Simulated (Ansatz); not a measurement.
**Sr2SiS4 (P2_1/m): a many-body input that goes wrong, and its mend**

What is wrong with this input for Sr2SiS4 (P2_1/m)?

Calculated with Ansatz 0.2.0; G0W0 on r2SCAN, plane waves, PAW.

**1. The starting structure**

The structure is monoclinic, space group P2_1/m (No. 11). The conventional cell has a = 6.609 Å, b = 6.660 Å, c = 8.262 Å, α = 90.00°, β = 108.22°, γ = 90.00°. Sr has 9 S at 2.96 to 3.80 Å and 4 Si at 3.51 to 3.93 Å nearest. Nearest to Sr lie 8 S at 3.04 to 3.46 Å and 3 Si at 3.71 to 3.89 Å. Si has 4 S at 2.12 to 2.13 Å and 7 Sr at 3.51 to 3.93 Å nearest. Nearest to S lie 1 Si at 2.12 Å and 5 Sr at 3.03 to 3.80 Å. Nearest to S lie 1 Si at 2.13 Å and 4 Sr at 2.96 to 3.46 Å. Nearest to S lie 1 Si at 2.12 Å and 4 Sr at 3.01 to 3.13 Å. Farther neighbours and most contacts between anions are not listed.

The cell and positions are those that the Materials Project relaxed with its own functionals (PBE, PBE+U or r2SCAN), kept fixed. The default PAW set here is soft_2. Its files were made with PBE.

**2. First try**

input.yaml reads:

```yaml
crystal:
  lattice:
    - [6.6087392105, 0.0, 0.0]
    - [0.0, 6.65954238, 0.0]
    - [-2.5827482587, 0.0, 7.848229828]
  atoms:
    - { symbol: Sr, position: [0.2836712, 0.75, 0.95180912] }
    - { symbol: Sr, position: [0.7163288, 0.25, 0.04819088] }
    - { symbol: Sr, position: [0.2248299, 0.75, 0.42926377] }
    - { symbol: Sr, position: [0.7751701, 0.25, 0.57073623] }
    - { symbol: Si, position: [0.72130103, 0.75, 0.7968462] }
    - { symbol: Si, position: [0.27869897, 0.25, 0.2031538] }
    - { symbol: S, position: [0.88645343, 0.75, 0.06157594] }
    - { symbol: S, position: [0.11354657, 0.25, 0.93842406] }
    - { symbol: S, position: [0.91690048, 0.75, 0.63566798] }
    - { symbol: S, position: [0.08309952, 0.25, 0.36433202] }
    - { symbol: S, position: [0.51038414, 0.50196672, 0.7372482] }
    - { symbol: S, position: [0.48961586, 0.00196672, 0.2627518] }
    - { symbol: S, position: [0.48961586, 0.49803328, 0.2627518] }
    - { symbol: S, position: [0.51038414, 0.99803328, 0.7372482] }
kpoints:
  mp_grid: { grid: [2, 2, 2] }
hamiltonian:
  xc: r2scan
scf:
  occupations: { method: fixed }
gw:
  n_empty_bands: 4
  ecut_chi: 40
  qp_bands: [v4, c4]
  qp_kpoints: band_edges
  screening: { model: contour_deformation }
```

The run is started by

```sh
ansatz run input.yaml --threads 24 --pin off --max-ram 82944MiB --backend cuda --events-out ev --progress --plain --runs-dir out --devices 1 --max-vram 78GiB
```

Numbers of over 12 decimals in the logs are rounded to 6 here.

What it wrote:

```text
GPUs: using 1 of 1 available (devices: 1).
Engine: ansatz 0.2.0, aarch64-unknown-linux-gnu
Pseudopotentials: kind: paw
Pseudopotential: Sr, paw, valence charge 10, recommended cutoff 500 eV (meta_gga), Sr.paw.azcp
Pseudopotential: Si, paw, valence charge 4, recommended cutoff 500 eV (meta_gga), Si.paw.azcp
Pseudopotential: S, paw, valence charge 6, recommended cutoff 500 eV (meta_gga), S.paw.azcp
Functional definition: r2SCAN
  parameter k0 = 0.174
  parameter k1 = 0.065
  parameter a1 = 4.9479
  exchange = r2scan_x(k0 = k0, k1 = k1, a1 = a1)
  correlation = r2scan_c
[...]
Crystal: 14 atoms, lattice volume = 345.410 Å³
Basis set: ecut = 500 eV, 8735 PW (Γ), exchange–correlation on 200×200×256 points (64 copies of the dense FFT grid, shifted against one another)
Bands: 62, of which v1, the nominal top of the filled ones, is band 48 counted from 1 (47 counted from 0)
Symmetry: 4 space group operations
Space group: P21/m (ITA 11), of the structure as read, at distance tolerance 7.0e-5 Å
k-points: 8
Non-local potential: Sr, projectors of the file, l = 0: 3, l = 1: 2, l = 2: 2
Non-local potential: Si, projectors of the file, l = 0: 2, l = 1: 2, l = 2: 2
Non-local potential: S, projectors of the file, l = 0: 2, l = 1: 2, l = 2: 2
PAW form: soft (Blöchl's): semilocal exchange-correlation on the pseudo side does not see the compensation charge
PAW frozen core: Sr, regenerated for the run's functional (the file was generated under x = pbe(κ = 0.804, μ = 0.219515), c = pbe(β = 0.066725))
PAW frozen core: Si, regenerated for the run's functional (the file was generated under x = pbe(κ = 0.804, μ = 0.219515), c = pbe(β = 0.066725))
PAW frozen core: S, regenerated for the run's functional (the file was generated under x = pbe(κ = 0.804, μ = 0.219515), c = pbe(β = 0.066725))
PAW one-centre angular grid: Sr, 302 points (default); XC on 160 Gauss nodes
PAW one-centre angular grid: Si, 302 points (default); XC on 160 Gauss nodes
PAW one-centre angular grid: S, 302 points (default); XC on 160 Gauss nodes
Initial density: superposition of atomic densities (neutral atoms: chi_scale 0, normalization atom), corrected by the library's trained network
Initial wavefunctions: pseudopotential atomic-orbital guess
[...]
Functional: x = r2scan, c = r2scan; τ floored in thin density (d = 2e-4 eV/Å³)
SCF iter   1: F=—  HF=-22770.275643 eV  |F-HF|=—  |Δ(HF+E_count)|=         —  Δρ=4.35e-3  dr2=6.68e-2  dr2_τ=1.34e-1  ethr=1.77e-3  ⟨swp⟩=6.8  Hψ=2001  notcnv=0  defer=81
preconditioner: auto → Resta (q_TF=auto, 2.204 Å⁻¹)  ε∞=3.0  [insulator: Δε(μ)=3.415 eV  Ē_g=13.374 eV  n_scr=64 (ndim 8)  ℏωp=18.7 eV  f_vac=0.008  ε∞_Penn≈3.0]
SCF iter   2: F=—  HF=-22770.527555 eV  |F-HF|=—  |Δ(HF+E_count)|=   2.52e-1  Δρ=2.65e-3  dr2=1.74e-2  dr2_τ=7.86e-4  ethr=6.96e-5  ⟨swp⟩=3.1  Hψ=947  notcnv=0  defer=96
SCF iter   3: F=—  HF=-22770.525325 eV  |F-HF|=—  |Δ(HF+E_count)|=   2.23e-3  Δρ=4.11e-4  dr2=9.96e-4  dr2_τ=1.09e-4  ethr=1.82e-5  ⟨swp⟩=4.0  Hψ=846  notcnv=0  defer=96
SCF iter   4: F=—  HF=-22770.525287 eV  |F-HF|=—  |Δ(HF+E_count)|=   3.75e-5  Δρ=1.06e-4  dr2=4.40e-5  dr2_τ=2.74e-6  ethr=1.04e-6  ⟨swp⟩=2.0  Hψ=635  notcnv=0  defer=96
SCF iter   5: F=—  HF=-22770.525306 eV  |F-HF|=—  |Δ(HF+E_count)|=   1.87e-5  Δρ=3.14e-5  dr2=4.11e-6  dr2_τ=3.08e-7  ethr=4.58e-8  ⟨swp⟩=2.0  Hψ=693  notcnv=0  defer=96
SCF iter   6: F=—  HF=-22770.525308 eV  |F-HF|=—  |Δ(HF+E_count)|=   2.14e-6  Δρ=7.77e-6  dr2=3.39e-7  dr2_τ=3.31e-8  ethr=4.28e-9  ⟨swp⟩=2.0  Hψ=815  notcnv=0  defer=96
SCF iter   7: F=-22770.525308 eV  HF=-22770.525308 eV  |F-HF|=2.20e-9  |Δ(HF+E_count)|=   4.90e-8  Δρ=2.20e-6  dr2=3.19e-8  dr2_τ=1.85e-9  ethr=1.04e-10  ⟨swp⟩=20.2  Hψ=3353  notcnv=0
SCF 1 converged in 7 iterations: F = -22770.525308 eV  dr2 = 3.19e-8
[...]
NSCF: frozen V_eff on 8 k-points
[...]
SCF converged after 7 iterations
[...]
1    45      4.6741   -17.4297     1.7234   -14.5125  0.8508     3.4470     3.4804  root
     1    46      4.8412   -17.5012     1.7119   -14.5852  0.8510     3.6031     3.6372  root
     1    47      5.0339   -18.2404     1.6829   -15.3842  0.8557     3.8305     3.8607  root
     1    48      5.1877   -18.3350     1.6732   -15.5056  0.8566     4.0026     4.0316  root
     1    49      9.3451    -7.0316    -1.3823   -11.4533  0.8906    12.6220    12.3846  root ?
     1    50      9.5909    -7.8245    -1.4672   -12.4711  0.8884    13.0590    12.7703  root ?
     1    51      9.6499    -6.3444    -1.3351   -10.7689  0.8968    12.9819    12.7392  root ?
     1    52      9.7979    -7.0311    -1.4113   -11.6404  0.8941    13.2806    12.9959  root ?
     2    45      4.4662   -17.8985     1.7459   -14.9546  0.8486     3.2342     3.2683  root
     2    46      4.4662   -17.8985     1.7459   -14.9546  0.8486     3.2342     3.2683  root
     2    47      4.9034   -17.7243     1.7221   -14.7998  0.8513     3.6679     3.7012  root
     2    48      4.9034   -17.7243     1.7221   -14.7998  0.8513     3.6679     3.7012  root
     2    49      9.5582    -7.0071    -1.4047   -11.4412  0.8884    12.8298    12.5876  root ?
     2    50      9.5582    -7.0071    -1.4047   -11.4412  0.8884    12.8298    12.5876  root ?
     2    51     10.0157    -5.8775    -1.3762   -10.3834  0.9002    13.4053    13.1453  root ?
     2    52     10.0157    -5.8775    -1.3762   -10.3834  0.9002    13.4053    13.1453  root ?
     3    45      4.7074   -17.7859     1.7433   -14.8691  0.8489     3.5019     3.5340  root
     3    46      4.7074   -17.7859     1.7433   -14.8691  0.8489     3.5019     3.5340  root
     3    47      4.8233   -17.5254     1.7183   -14.6230  0.8505     3.6065     3.6394  root
     3    48      4.8233   -17.5254     1.7183   -14.6230  0.8505     3.6065     3.6394  root
     3    49      9.6273    -7.3219    -1.4342   -11.9051  0.8899    13.0529    12.7761  root ?
     3    50      9.6273    -7.3219    -1.4342   -11.9051  0.8899    13.0529    12.7761  root ?
     3    51      9.9481    -6.4738    -1.3930   -11.0152  0.8964    13.3654    13.0964  root ?
     3    52      9.9481    -6.4738    -1.3930   -11.0152  0.8964    13.3654    13.0964  root ?
     4    45      4.8544   -17.7105     1.7228   -14.8047  0.8512     3.6389     3.6714  root
     4    46      4.8549   -17.7314     1.7377   -14.8242  0.8493     3.6537     3.6854  root
[...]
4    49      8.6822    -5.7657    -1.3488    -9.9946  0.8917    11.7514    11.5622  root ?
     4    50      9.1543    -7.1625    -1.2842   -11.3977  0.8915    12.3120    12.1053  root ?
[...]
6    48      4.7329   -17.5808     1.7471   -14.6196  0.8486     3.4836     3.5188  root
[...]
6    52      9.7781    -7.1375    -1.3757   -11.6620  0.8948    13.1962    12.9267  root ?
     7    45      4.5838   -17.5488     1.7299   -14.6046  0.8487     3.3343     3.3695  root
     7    46      4.5838   -17.5488     1.7299   -14.6046  0.8487     3.3343     3.3695  root
     7    47      4.6918   -17.4647     1.7363   -14.4822  0.8496     3.4081     3.4456  root
     7    48      4.6918   -17.4647     1.7363   -14.4822  0.8496     3.4081     3.4456  root
     7    49      9.9845    -6.7122    -1.4010   -11.2370  0.8945    13.3817    13.1082  root ?
     7    50      9.9845    -6.7122    -1.4010   -11.2370  0.8945    13.3817    13.1082  root ?
     7    51     10.0826    -6.2416    -1.4270   -10.7838  0.8939    13.4799    13.1977  root ?
     7    52     10.0826    -6.2416    -1.4270   -10.7838  0.8939    13.4799    13.1977  root ?
```

The job ended after 2.8 s (1 × NVIDIA GB200 (shared by 2 runs) with 24 threads of Arm Neoverse V2, shared host; peak memory 1.7 GiB).

**Diagnosis.**

The run ended normally, though the input holds a fault or crude settings.

The fault: four empty bands in G0W0. The sums over empty states are cut off almost at the gap, so screening and correlation are far from complete.

It printed a gap of 7.40 eV, which is an artefact of the settings.

**3. A better input**

G0W0 replaces the xc potential by the self-energy, built once from these orbitals. Only a window of levels is corrected, while the sums run over the empty bands that the input names.

input.yaml: that of step 2 with these lines changed.

```diff
@@ -27,4 +27,4 @@
 gw:
-  n_empty_bands: 4
-  ecut_chi: 40
+  n_empty_bands: 420
+  ecut_chi: 66
   qp_bands: [v4, c4]
```

What it wrote:

```text
GPUs: using 1 of 1 available (devices: 1).
[...]
Crystal: 14 atoms, lattice volume = 345.410 Å³
Basis set: ecut = 500 eV, 8735 PW (Γ), exchange–correlation on 200×200×256 points (64 copies of the dense FFT grid, shifted against one another)
Bands: 62, of which v1, the nominal top of the filled ones, is band 48 counted from 1 (47 counted from 0)
[... 1 set-up line as in the run before ...]
[...]
k-points: 8
[...]
SCF iter   1: F=—  HF=-22770.275643 eV  |F-HF|=—  |Δ(HF+E_count)|=         —  Δρ=4.35e-3  dr2=6.68e-2  dr2_τ=1.34e-1  ethr=1.77e-3  ⟨swp⟩=6.8  Hψ=2001  notcnv=0  defer=81
[...]
SCF iter   7: F=-22770.525308 eV  HF=-22770.525308 eV  |F-HF|=2.20e-9  |Δ(HF+E_count)|=   4.90e-8  Δρ=2.20e-6  dr2=3.19e-8  dr2_τ=1.85e-9  ethr=1.04e-10  ⟨swp⟩=20.2  Hψ=3353  notcnv=0
SCF 1 converged in 7 iterations: F = -22770.525308 eV  dr2 = 3.19e-8
[...]
NSCF: frozen V_eff on 8 k-points
[...]
SCF converged after 7 iterations
[...]
0    52      9.7756    -6.4634    -3.6939   -10.8665  0.8176    10.4899    10.4848  root
     1    45      4.6741   -17.4297     2.3384   -14.5125  0.7846     4.0914     4.0953  root
     1    46      4.8412   -17.5012     2.3479   -14.5852  0.7844     4.2692     4.2730  root
     1    47      5.0339   -18.2404     2.3366   -15.3842  0.7877     4.5114     4.5144  root
     1    48      5.1877   -18.3350     2.3296   -15.5056  0.7865     4.6852     4.6879  root
     1    49      9.3451    -7.0316    -3.6441   -11.4533  0.8169    10.1287    10.1228  root
     1    50      9.5909    -7.8245    -3.7501   -12.4711  0.8120    10.4958    10.4874  root
     1    51      9.6499    -6.3444    -3.7218   -10.7689  0.8186    10.3575    10.3525  root
[...]
7    49      9.9845    -6.7122    -3.7593   -11.2370  0.8149    10.7562    10.7499  root
     7    50      9.9845    -6.7122    -3.7593   -11.2370  0.8149    10.7562    10.7499  root
     7    51     10.0826    -6.2416    -3.7922   -10.7838  0.8157    10.8388    10.8326  root
     7    52     10.0826    -6.2416    -3.7922   -10.7838  0.8157    10.8388    10.8326  root
```

Elapsed: 5.5 s, on 1 × NVIDIA GB200 (shared by 2 runs) with 24 threads; peak memory 3 GiB.

This step gave:

```yaml
bands_summed: 468
rpa_eps_infinity_on_this_mesh_eigenvalues: 3.978, 4.020, 4.312
plane_waves_in_the_screening_matrix: 431
q_points_in_the_mesh: 8
g0w0_gap_on_the_mesh: 4.533 eV
k_of_the_valence_top: 0, 0, 0
k_of_the_conduction_bottom: -0.5, 0, 0
starting_gap_on_the_mesh: 3.399 eV
z_at_the_valence_top: 0.7847
z_at_the_conduction_bottom: 0.8243
least_direct_g0w0_gap_on_the_computed_points: 4.727 eV
```

The gap on the mesh goes from 3.40 eV to 4.53 eV, a correction of +1.13 eV. Between the two edge states, bare exchange in place of the xc potential would open the gap by 7.02 eV, and correlation takes back 5.89 eV.

**4. Summary of results**

- first try: converged after 2.8 s
- better run: G0W0 gap on the mesh 4.53 eV (2×2×2 mesh, 420 empty bands, screening to 66 eV)

The second run differs in: empty bands and screening cutoff (eV). Bands and cutoff are finite, so the gap is not at the basis limit. The miss can reach some tenths of an eV and take either sign; the mesh is an error of its own. The 2×2×2 mesh is coarse for this cell (its supercell is 13 Å along the shortest edge). The RPA ε∞ on it, from the r2SCAN start, is 3.98, 4.02 and 4.31; such meshes misread the long-range screening, most where the gap is narrow. The many-body steps are scalar-relativistic: spin-orbit coupling is not in them.

[Paths, hosts, dates, memory and timing lines, banners, echoed tables and standing remarks are left out of the program output.]

[Logs are printed without paths, hosts, clocks, repeated set-up lines and the standing remarks that a program may print on its own settings, such as how far it seeks lower states.]

[Runs of the session that timed out or met a known fault of the program may be left out.]

[Cells called generated may have been cut or substituted from an entry of the Crystallography Open Database or the Materials Project.]

[Hosts, paths, dates, database ids (printed as entryN), source tags and the programs' standing remarks are cut or masked in the printed files.]
